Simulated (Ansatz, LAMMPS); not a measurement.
# Glassy 85GeO2-15Li2O (mol %) (78 atoms) under strain, part 2 of 3

Aim: relax glassy 85GeO2-15Li2O (mol %) (78 atoms), then change its volume and shape to read moduli from the stress.

Ansatz 0.2.0; Kohn-Sham DFT, PBE, PAW (set soft_2), plane waves.

The cell: 22 Ge, 8 Li and 48 O. The quench rate of 1000 K/ps is orders of magnitude faster than experiment. The starting topology of bonds comes from the classical model. The Brillouin zone is sampled at Γ only.

So far. Step 2 (Single point at the start): The r.m.s. force at the start is 1.3 eV/Å. Step 3 (Cell and atoms relaxed): The relaxation converged after 29 steps, with a largest force component of 0.047 eV/Å.

### 4. Single point at the relaxed geometry

The electronic structure is read at the final geometry, in a run of its own.

Contents of input.yaml:

```yaml
crystal:
  lattice:
    - [9.78185, 0.13633, -0.3568]
    - [0.13633, 10.77141, 0.17968]
    - [-0.3568, 0.17968, 10.16539]
  atoms:
    - { symbol: Ge, position: [0.16862, 0.46227, 0.24952] }
    - { symbol: Ge, position: [0.38116, 0.3937, 0.89147] }
    - { symbol: Ge, position: [0.61044, 0.97675, 0.93984] }
    - { symbol: Ge, position: [0.31876, 0.98258, 0.76005] }
    - { symbol: Ge, position: [0.15221, 0.7369, 0.10298] }
    - { symbol: Ge, position: [0.0579, 0.15866, 0.75195] }
    [... 66 atom lines left out ...]
    - { symbol: O, position: [0.75814, 0.63019, 0.8997] }
    - { symbol: O, position: [0.09047, 0.25968, 0.61716] }
    - { symbol: O, position: [0.65384, 0.13708, 0.26494] }
    - { symbol: O, position: [0.41303, 0.27704, 0.47265] }
    - { symbol: O, position: [0.56795, 0.60886, 0.13132] }
    - { symbol: O, position: [0.81597, 0.31035, 0.04801] }
kpoints:
  mp_grid: { grid: [1, 1, 1] }
hamiltonian:
  xc: pbe
scf:
  occupations: { method: fixed }
output:
  forces: true
  stress: true
  populations: true
  dos:
    method: { smearing: { sigma: 0.15 } }
    de: 0.1
    projected: { site_lists: { Ge: [Ge], Li: [Li], O: [O] } }
  eigenvalues: true
  write_density: true
  write_potential: true
  volumetric_format: npy
```

Launch:

```bash
$ ansatz run input.yaml --threads 4 --pin off --max-ram 8192MiB --backend cpu --events-out ev --progress --plain --runs-dir out
```

Numbers of over 12 decimals in the logs are rounded to 6 here.

Output:

```text
[...]
Crystal: 78 atoms, lattice volume = 1069.176 Å³
Basis set: ecut = 420 eV, 20881 PW (Γ), exchange–correlation on 144×150×144 points (8 copies of the dense FFT grid, shifted against one another)
Bands: 388, of which v1, the nominal top of the filled ones, is band 310 counted from 1 (309 counted from 0)
Symmetry: 1 space group operations
[...]
k-points: 1
[...]
SCF iter   1: F=—  HF=-123371.752170 eV  |F-HF|=—  |Δ(HF+E_count)|=         —  Δρ=2.33e-3  dr2=5.42e-2  ethr=1.77e-3  ⟨swp⟩=5.0  Hψ=1375  notcnv=0  defer=74
[...]
SCF iter   9: F=-123371.754697 eV  HF=-123371.754697 eV  |F-HF|=1.30e-8  |Δ(HF+E_count)|=   6.13e-8  Δρ=2.14e-6  dr2=4.67e-8  ethr=1.61e-11  ⟨swp⟩=15.0  Hψ=2865  notcnv=0
SCF 1 converged in 9 iterations: F = -123371.754697 eV  dr2 = 4.67e-8
[...]
SCF converged after 9 iterations
Free energy (F): -123371.754697 eV
[...]
Internal energy: -123371.754697 eV  (E = F + TS)
E sigma→0 (E₀):  -123371.754697 eV
Fermi energy:    4.113694 eV
[...]
--- Forces (eV/Å), atoms counted from 1 ---
  atom   1  Ge    -0.00784990    -0.01939018     0.01647219
  atom   2  Ge    -0.02316603     0.02702281     0.01043114
  atom   3  Ge     0.00279326     0.01508176    -0.01919772
  atom   4  Ge    -0.01535863     0.00850421    -0.02983690
  atom   5  Ge     0.00014168     0.00453481     0.00477740
  atom   6  Ge    -0.00503237    -0.00246487    -0.00583548
  atom   7  Ge    -0.00690804     0.00718362    -0.00073875
  atom   8  Ge    -0.01621966    -0.02529803     0.02823212
  atom   9  Ge    -0.01189036    -0.01926133    -0.00156577
  atom  10  Ge     0.02955462     0.02913667    -0.01073114
  atom  11  Ge     0.00442242     0.00780337     0.00767734
  atom  12  Ge     0.03726269    -0.00343526     0.00688608
  atom  13  Ge     0.00587337     0.02589058    -0.00563503
  atom  14  Ge     0.02998706    -0.00059728     0.00330454
[...]
atom  77  O      0.00932018    -0.00428358     0.00104673
  atom  78  O      0.00906257    -0.00500912    -0.00059751
  max |Σ_I F_I| component: 3.51e-5 eV/Å
--- Stress (GPa, compression-positive) ---
       -0.011700      -0.002006      -0.000081
       -0.002006       0.023920       0.006664
       -0.000082       0.006664      -0.025157
  P = ⅓ Tr σ = -0.0043 GPa (-0.043 kbar)
--- Band table (eV) ---
[...]
--- Löwdin populations: 78 sites ---
  site symbol       q [e]
     0     Ge     12.4168
     1     Ge     12.4633
     2     Ge     12.4836
[...]
77      O      6.9350
  spilling = 0.005326 (of n_electrons = 620.000000)
```

It took 9.6 s on 4 threads of Intel Xeon Platinum 8488C (Sapphire Rapids), shared host; peak memory 1.5 GiB.

The run gave:

- free energy: -123371.7547 eV
- free energy per atom: -1581.6892 eV/atom
- SCF cycles: 9
- pressure: -0.004312 GPa
- r.m.s. force component: 0.01352 eV/Å
- longest force: 0.04781 eV/Å
- Fermi energy: 4.114 eV
- gap (highest filled to lowest empty level): 1.929 eV
- spilling of the projection: 0.005326

Löwdin charges by element and coordination (they lack the spilled electrons, 0.042 e an atom on average):

| element | coordination | atoms | mean charge (e) | spread | least | most |
| --- | --- | --- | --- | --- | --- | --- |
| Ge | all | 22 | 1.54 | 0.0388 | 1.45 | 1.59 |
| Ge | 4 | 19 | 1.54 | 0.0347 | 1.48 | 1.59 |
| Ge | 5 | 3 | 1.49 | 0.0335 | 1.45 | 1.52 |
| Li | all | 8 | 0.795 | 0.0117 | 0.778 | 0.812 |
| Li | 3 | 3 | 0.800 | 0.0107 | 0.786 | 0.812 |
| Li | 4 | 5 | 0.792 | 0.0109 | 0.778 | 0.808 |
| O | all | 48 | -0.768 | 0.0545 | -0.944 | -0.699 |
| O | 2 | 25 | -0.738 | 0.0308 | -0.864 | -0.699 |
| O | 3 | 22 | -0.796 | 0.0477 | -0.944 | -0.757 |
| O | 4 | 1 | -0.935 | 0 | -0.935 | -0.935 |

Density of states as counts of states in windows of 1 eV (from the Fermi level), total and the larger projections:

| from (eV) | to (eV) | total | O p | Ge p | Ge s |
| --- | --- | --- | --- | --- | --- |
| -10 | -9 | 8.1 | 4.5 | 0.3 | 2.9 |
| -9 | -8 | 11.5 | 6.5 | 0.7 | 3.4 |
| -8 | -7 | 11.1 | 6.5 | 1.0 | 2.6 |
| -7 | -6 | 10.2 | 6.4 | 1.3 | 1.8 |
| -6 | -5 | 27.0 | 19.7 | 6.2 | 0.4 |
| -5 | -4 | 26.4 | 19.8 | 4.5 | 0.6 |
| -4 | -3 | 39.2 | 32.0 | 4.1 | 0.4 |
| -3 | -2 | 58.3 | 53.4 | 2.3 | 0.2 |
| -2 | -1 | 65.8 | 63.3 | 0.9 | 0.1 |
| -1 | 0 | 27.8 | 26.7 | 0.4 | 0.0 |
| 0 | 1 | 1.3 | 1.2 | 0.0 | 0.0 |
| 1 | 2 | 1.5 | 0.3 | 0.0 | 0.6 |
| 2 | 3 | 0.5 | 0.1 | 0.0 | 0.2 |
| 3 | 4 | 9.7 | 2.8 | 1.1 | 4.0 |
| 4 | 5 | 11.9 | 3.5 | 1.7 | 4.7 |

With fixed occupations the program's Fermi level is the highest filled level; weight inside the gap is the broadening of levels at its edges.

Between -26 and -10 eV lie 317 more states.

The levels nearest the highest filled one (over half full), pooled over k-points and spins:

| level less the highest filled one (eV) | occupation |
| --- | --- |
| -0.617 | 2 |
| -0.424 | 2 |
| -0.359 | 2 |
| -0.213 | 2 |
| -0.0996 | 2 |
| 0 | 2 |
| 1.93 | 0 |
| 3.48 | 0 |
| 3.55 | 0 |
| 3.63 | 0 |
| 3.78 | 0 |
| 3.94 | 0 |

Valence density in the ac plane at fractional y = 0.260, with atoms of Ge and Li and O within 0.2 Å of it. It is the smooth field of the valence electrons, not physical close to the nuclei.

Ten steps, logarithmic in the rise over the least value, from '_' (0 e/Å³) to '@' (31 e/Å³), each cell a mean:
```
--::::....______::==++==::________________........::--
::==++==::______..::::..__________::==--____________..
--++****--..______________________--**++..__________..
::++++==::________________________::==--____________..
..::--::..________________________....________________
........____________......__....::--::..______________
__......__________....::--::::--++**==::______________
..--==--::________..::++%%##----++**++::______________
::++****--..________::**@@%%==--====--..______________
::++**++--..________..==++==::........__....__________
..--==--::________..::----::..________..----__________
::----::..________::==++==::..__________....__........
++@@%%==..______..--++**++--________________..----::::
**@@%%==..______..::==++==..______________..--++**==--
--++==::..________..::::..________________..==****==--
......____________________________________..::====--..
__________________________________________..........__
______________________________________..==++--________
____......________________..........__..==**--________
__....::::..____________..::--::::..____..::__________
....::::::..__________..::--==--..________......______
::........________..::::::::--::..______..::--::....::
++--..__________::==++==--....__________::--==--::--++
**--..________..--++**++--..____________..----::::--**
```
Columns run along a (9.8 Å), rows up along c (10.2 Å). Atoms in or near the plane, at fractional coordinates: Ge at (0.46, 0.65), Ge at (0.06, 0.44), Li at (0.78, 0.24), Li at (0.68, 0.89), O at (0.88, 0.40), O at (0.38, 0.01), O at (0.63, 0.69), O at (0.08, 0.88), O at (0.09, 0.62), O at (0.41, 0.47).

Electrostatic potential energy in the ac plane at fractional y = 0.260, with atoms of Ge and Li and O within 0.2 Å of it. With pseudopotentials it is smooth inside the atoms' cores, unlike the true potential.

Values in eV, 13 rows by 16 columns, each cell a mean:
```
-12 -10   5  10   9  -4 -10   6   8   7  -1  -3   6   8   3 -11
-14 -35  -9  10   9   8   7   8   8   5 -15 -20   3   8   8   7
  2  -5   6  10  10   9   7   6   7   8   5   5   8   9   9   7
  3   1   7  10  10   7  -5 -16  -8 -13 -25   3  10  10   9   7
 -3 -30 -11  10  10   3 -22 -34 -22 -12 -15   5   6   7   9   9
 -3 -23  -4   9   9   6  -9 -15  -3   7   8   0 -13   1   8   8
-23 -26  -6   7   9   1 -31 -20   8  10   8   4   0   5   3  -1
-30 -30  -8   6   7   2 -12  -1  10  10  10   9   9 -15 -33 -15
 -2  -2   6   8   7   5   7   9  10  10  10   9   6  -1  -8   4
  9   9  10   9   9   9   8   7   6   7   8   1 -19  -7   8   9
  8   8   7   8   9   9   7  -5 -15  -5   5   3  -7   1   8   8
 -8   2   5   6   7   7   2 -11 -22  -8   6   9   7   2   5  -6
-28  -5   6   7   7 -19 -32  -3   2   5   8   9   2  -9  -4 -27
```
Columns run along a (9.8 Å; values clipped at the 3rd and 97th percentile), rows up along c (10.2 Å). Atoms in or near the plane, at fractional coordinates: Ge at (0.46, 0.65), Ge at (0.06, 0.44), Li at (0.78, 0.24), Li at (0.68, 0.89), O at (0.88, 0.40), O at (0.38, 0.01), O at (0.63, 0.69), O at (0.08, 0.88), O at (0.09, 0.62), O at (0.41, 0.47).

Filled and empty levels are parted by 1.93 eV (at Γ alone); a semilocal functional tends to put such gaps too low. In a disordered cell it changes from sample to sample, and tail or defect levels can set it. Mean Löwdin charges: Ge +1.54, Li +0.79, O -0.77 e (they miss 0.53 % of the electrons, so they add up to more than the cell's charge). The largest share in the top eV of filled states is O p (97 % of the projected weight), and in the lowest eV of empty states Ge s (39 % of the projected weight).

### 5. Volume -3 %

The relaxed cell is scaled evenly and the atoms are relaxed again; the stress at the end gives one point of P(V).

input.yaml, the sections that differ from step 4:

```yaml
crystal:
  lattice:
    - [9.68304, 0.13495, -0.3532]
    - [0.13495, 10.6626, 0.17786]
    - [-0.3532, 0.17786, 10.0627]
  atoms:
    [... the 78 atom lines of step 4 ...]
output:
  forces: true
  eigenvalues: true
  stress: true
relax:
  f_tol: 0.05
  max_steps: 70
# kpoints, hamiltonian, scf: as in step 4
```

Output:

```text
Warning: output.stress: scf.convergence.dr2_threshold = 1e-7 eV (the SCF's general default) is looser than the 7.8e-9 eV advised for a printed stress (1e-10 eV for each atom of the cell: 78). What an SCF threshold leaves in a stress goes as its square root, and in the free energy as the threshold itself, and one threshold admits the most on a small cell: [...]
[...]
Crystal: 78 atoms, lattice volume = 1037.101 Å³
Basis set: ecut = 420 eV, 20263 PW (Γ), exchange–correlation on 144×144×144 points (8 copies of the dense FFT grid, shifted against one another)
Bands: 388, of which v1, the nominal top of the filled ones, is band 310 counted from 1 (309 counted from 0)
Symmetry: 1 space group operations
[...]
k-points: 1
[...]
SCF iter   1: F=—  HF=-123371.334419 eV  |F-HF|=—  |Δ(HF+E_count)|=         —  Δρ=2.30e-3  dr2=5.12e-2  ethr=1.77e-3  ⟨swp⟩=5.0  Hψ=1386  notcnv=0  defer=74
[...]
SCF iter   5: F=-123371.341329 eV  HF=-123371.341339 eV  |F-HF|=9.26e-6  |Δ(HF+E_count)|=   5.42e-5  Δρ=7.92e-5  dr2=6.22e-5  ethr=3.61e-8  ⟨swp⟩=2.0  Hψ=523  notcnv=0  defer=76
SCF iter   6: F=-123371.341354 eV  HF=-123371.341352 eV  |F-HF|=1.28e-6  |Δ(HF+E_count)|=   1.39e-5  Δρ=2.26e-5  dr2=5.17e-6  ethr=1.00e-8  ⟨swp⟩=9.0  Hψ=1785  notcnv=0
SCF 1 converged in 6 iterations: F = -123371.341354 eV  dr2 = 5.17e-6
[...]
relax step   1: F+E_penalty+E_count = -123371.34135366 eV  Δ(F+E_penalty+E_count) = +0.000e0 eV  max|allowed force component| = 6.236e-1 eV/Å  Δτ_max = 0.0000 Å  (6 SCF iters, dr2 threshold 6.25e-5 eV, accepted)
[...]
relax step   2: F+E_penalty+E_count = -123371.49272507 eV  Δ(F+E_penalty+E_count) = -1.514e-1 eV  max|allowed force component| = 2.432e-1 eV/Å  Δτ_max = 0.0318 Å  (6 SCF iters, dr2 threshold 2.43e-5 eV, accepted)
[...]
relax step   3: F+E_penalty+E_count = -123371.57562546 eV  Δ(F+E_penalty+E_count) = -8.290e-2 eV  max|allowed force component| = 1.060e-1 eV/Å  Δτ_max = 0.0505 Å  (7 SCF iters, dr2 threshold 3.70e-6 eV, accepted)
relax step   4: F+E_penalty+E_count = -123371.55756966 eV  Δ(F+E_penalty+E_count) = +1.806e-2 eV  max|allowed force component| = 5.568e-1 eV/Å  Δτ_max = 0.2000 Å  (10 SCF iters, rejected (line search))
relax step   5: F+E_penalty+E_count = -123371.60512477 eV  Δ(F+E_penalty+E_count) = -2.950e-2 eV  max|allowed force component| = 7.965e-2 eV/Å  Δτ_max = 0.0979 Å  (9 SCF iters, accepted)
relax step   6: F+E_penalty+E_count = -123371.61180737 eV  Δ(F+E_penalty+E_count) = -6.683e-3 eV  max|allowed force component| = 8.457e-2 eV/Å  Δτ_max = 0.0825 Å  (9 SCF iters, accepted)
relax step   7: F+E_penalty+E_count = -123371.61447947 eV  Δ(F+E_penalty+E_count) = -2.672e-3 eV  max|allowed force component| = 4.067e-2 eV/Å  Δτ_max = 0.0217 Å  (6 SCF iters, dr2 threshold 4.04e-6 eV, accepted)
[...]
relax step   8: F+E_penalty+E_count = -123371.61447956 eV  Δ(F+E_penalty+E_count) = -8.577e-8 eV  max|allowed force component| = 4.065e-2 eV/Å  Δτ_max = 0.0000 Å  (3 SCF iters, accepted)
SCF converged after 3 iterations
Free energy (F): -123371.614480 eV
[...]
Internal energy: -123371.614480 eV  (E = F + TS)
E sigma→0 (E₀):  -123371.614480 eV
Fermi energy:    4.444984 eV
[...]
Σ components = -123371.614480   (vs F -123371.614480, Δ=0.00e0)
--- Forces (eV/Å), atoms counted from 1 ---
  atom   1  Ge    -0.00172816     0.00763992     0.01386793
  atom   2  Ge    -0.02142140     0.01273681     0.00758166
  atom   3  Ge    -0.01456068    -0.01247670    -0.01916754
  atom   4  Ge    -0.01505303    -0.00133313    -0.00714673
[...]
atom  78  O      0.00252822     0.03045322    -0.00637777
  max |Σ_I F_I| component: 3.21e-5 eV/Å
--- Stress (GPa, compression-positive) ---
        1.493206       0.105910      -0.125747
        0.105909       1.473809      -0.007793
       -0.125747      -0.007794       1.460775
  P = ⅓ Tr σ = 1.4759 GPa (14.759 kbar)
--- Band table (eV) ---
[...]
--- Relaxed structure (8 steps of the walk, 7 accepted, 0 SCFs on fresh bases) ---
  F+E_penalty+E_count = -123371.61447956 eV   max|allowed force component| = 4.065e-2 eV/Å
  atoms:
    - { symbol: Ge, position: [0.167114, 0.466079, 0.252024] }
    - { symbol: Ge, position: [0.379211, 0.392416, 0.891299] }
    - { symbol: Ge, position: [0.611457, 0.975560, 0.937957] }
    - { symbol: Ge, position: [0.316561, 0.982130, 0.761992] }
[...]
- { symbol: O, position: [0.813303, 0.313383, 0.049725] }
```

Elapsed: 54 s, on 4 threads; peak memory 1.5 GiB.

The program notes that the SCF threshold is loose for the stress.

The relaxation converged after 8 steps, 0.273 eV below its start, with a largest force component of 0.041 eV/Å.

Volume -3 %: the energy stands 0.140 eV above that of the reference, at a pressure of 1.48 GPa.

### 6. Volume +3 %

The relaxed cell is scaled to another volume.

Input and log are left out; they have the form of those shown for this kind of step.

It took 38 s on 4 threads of Intel Xeon Platinum 8488C (Sapphire Rapids), shared host; peak memory 1.6 GiB.

The relaxation converged after 5 steps, 0.224 eV below its start, with a largest force component of 0.050 eV/Å.

Volume +3 %: the energy stands 0.146 eV above that of the reference, at a pressure of -1.52 GPa.

### 7. Volume -6 %

The relaxed cell is scaled to another volume.

Input and log are left out; they have the form of those shown for this kind of step.

Wall time 62 s (4 threads of Intel Xeon Platinum 8488C (Sapphire Rapids), shared host); peak memory 1.5 GiB; 3.8 min of CPU time.

The relaxation converged after 9 steps, 1.16 eV below its start, with a largest force component of 0.042 eV/Å.

Volume -6 %: the energy stands 0.606 eV above that of the reference, at a pressure of 3.19 GPa.

### 8. Volume +6 %

The relaxed cell is scaled to another volume.

Input and log are left out; they have the form of those shown for this kind of step.

Wall time 60 s (4 threads of Intel Xeon Platinum 8488C (Sapphire Rapids), shared host); peak memory 1.6 GiB; 3.7 min of CPU time.

The relaxation converged after 8 steps, 0.837 eV below its start, with a largest force component of 0.045 eV/Å.

Volume +6 %: the energy stands 0.569 eV above that of the reference, at a pressure of -2.85 GPa.

### 9. Volume -10 %

The relaxed cell is scaled to another volume.

Input and log are left out; they have the form of those shown for this kind of step.

The job ended after 2.3 min (4 threads of Intel Xeon Platinum 8488C (Sapphire Rapids), shared host; peak memory 1.4 GiB).

The relaxation converged after 22 steps, 3.88 eV below its start, with a largest force component of 0.039 eV/Å.

Volume -10 %: the energy stands 1.42 eV above that of the reference, at a pressure of 4.35 GPa.

### 10. Stretched by 1 % along x

The relaxed cell is strained along x alone, which gives the stiffness along x and its coupling to y and z.

input.yaml, the sections that differ from step 5:

```yaml
crystal:
  lattice:
    - [9.87967, 0.13633, -0.3568]
    - [0.13769, 10.77141, 0.17968]
    - [-0.36037, 0.17968, 10.16539]
  atoms:
    [... the 78 atom lines of step 4 ...]
# kpoints, hamiltonian, scf, output, relax: as in step 5
```

Output:

```text
[...]
Crystal: 78 atoms, lattice volume = 1079.868 Å³
Basis set: ecut = 420 eV, 21087 PW (Γ), exchange–correlation on 144×150×144 points (8 copies of the dense FFT grid, shifted against one another)
Bands: 388, of which v1, the nominal top of the filled ones, is band 310 counted from 1 (309 counted from 0)
Symmetry: 1 space group operations
[...]
k-points: 1
[...]
SCF iter   1: F=—  HF=-123371.660665 eV  |F-HF|=—  |Δ(HF+E_count)|=         —  Δρ=2.35e-3  dr2=5.58e-2  ethr=1.77e-3  ⟨swp⟩=5.0  Hψ=1374  notcnv=0  defer=74
[...]
SCF iter   5: F=—  HF=-123371.662912 eV  |F-HF|=—  |Δ(HF+E_count)|=   5.30e-5  Δρ=8.24e-5  dr2=7.39e-5  ethr=4.37e-8  ⟨swp⟩=2.0  Hψ=620  notcnv=0  defer=76
SCF iter   6: F=-123371.662930 eV  HF=-123371.662929 eV  |F-HF|=1.52e-6  |Δ(HF+E_count)|=   1.74e-5  Δρ=2.52e-5  dr2=6.59e-6  ethr=1.01e-8  ⟨swp⟩=10.0  Hψ=1696  notcnv=0
SCF 1 converged in 6 iterations: F = -123371.662930 eV  dr2 = 6.59e-6
[...]
relax step   1: F+E_penalty+E_count = -123371.66293046 eV  Δ(F+E_penalty+E_count) = +0.000e0 eV  max|allowed force component| = 4.562e-1 eV/Å  Δτ_max = 0.0000 Å  (6 SCF iters, dr2 threshold 6.25e-5 eV, accepted)
[...]
relax step   2: F+E_penalty+E_count = -123371.70290869 eV  Δ(F+E_penalty+E_count) = -3.998e-2 eV  max|allowed force component| = 2.368e-1 eV/Å  Δτ_max = 0.0170 Å  (6 SCF iters, dr2 threshold 1.30e-5 eV, accepted)
[...]
relax step   3: F+E_penalty+E_count = -123371.72027988 eV  Δ(F+E_penalty+E_count) = -1.737e-2 eV  max|allowed force component| = 5.783e-2 eV/Å  Δτ_max = 0.0206 Å  (6 SCF iters, dr2 threshold 3.50e-6 eV, accepted)
relax step   4: F+E_penalty+E_count = -123371.71994319 eV  Δ(F+E_penalty+E_count) = +3.367e-4 eV  max|allowed force component| = 9.928e-2 eV/Å  Δτ_max = 0.0442 Å  (9 SCF iters, rejected (line search))
[...]
relax step   5: F+E_penalty+E_count = -123371.72504794 eV  Δ(F+E_penalty+E_count) = -4.768e-3 eV  max|allowed force component| = 1.606e-2 eV/Å  Δτ_max = 0.0216 Å  (8 SCF iters, accepted)
SCF converged after 8 iterations
Free energy (F): -123371.725048 eV
[...]
Internal energy: -123371.725048 eV  (E = F + TS)
E sigma→0 (E₀):  -123371.725048 eV
Fermi energy:    4.015386 eV
[...]
Σ components = -123371.725048   (vs F -123371.725048, Δ=0.00e0)
--- Forces (eV/Å), atoms counted from 1 ---
  atom   1  Ge    -0.00177806    -0.00201117     0.00402293
  atom   2  Ge    -0.00394427     0.00312539     0.00729585
  atom   3  Ge    -0.00450919    -0.00562927     0.00055420
  atom   4  Ge    -0.00801055     0.00395981     0.00588785
[...]
atom  78  O     -0.00429669    -0.00254687     0.00329285
  max |Σ_I F_I| component: 5.97e-5 eV/Å
--- Stress (GPa, compression-positive) ---
       -0.997728      -0.025414      -0.023176
       -0.025414      -0.286274       0.041431
       -0.023177       0.041431      -0.415862
  P = ⅓ Tr σ = -0.5666 GPa (-5.666 kbar)
--- Band table (eV) ---
[...]
--- Relaxed structure (5 steps of the walk, 4 accepted, 0 SCFs on fresh bases) ---
  F+E_penalty+E_count = -123371.72504794 eV   max|allowed force component| = 1.606e-2 eV/Å
  atoms:
    - { symbol: Ge, position: [0.170683, 0.461101, 0.249293] }
    - { symbol: Ge, position: [0.381505, 0.394176, 0.890975] }
    - { symbol: Ge, position: [0.608850, 0.977417, 0.939198] }
    - { symbol: Ge, position: [0.318965, 0.983828, 0.758355] }
[...]
- { symbol: O, position: [0.817904, 0.310376, 0.048012] }
```

It took 35 s on 4 threads; peak memory 1.6 GiB; 2.1 min of CPU time.

The relaxation converged after 5 steps, 0.0621 eV below its start, with a largest force component of 0.016 eV/Å.

Stretched by 1 % along x: the energy stands 0.0296 eV above that of the reference, at a pressure of -0.567 GPa.

(Continued in part 3 of 3.)

[Logs are printed without paths, hosts, clocks, repeated set-up lines and the standing remarks that a program may print on its own settings, such as how far it seeks lower states.]

[Hosts, paths, dates, database ids (printed as entryN), source tags and the programs' standing remarks are cut or masked in the printed files.]
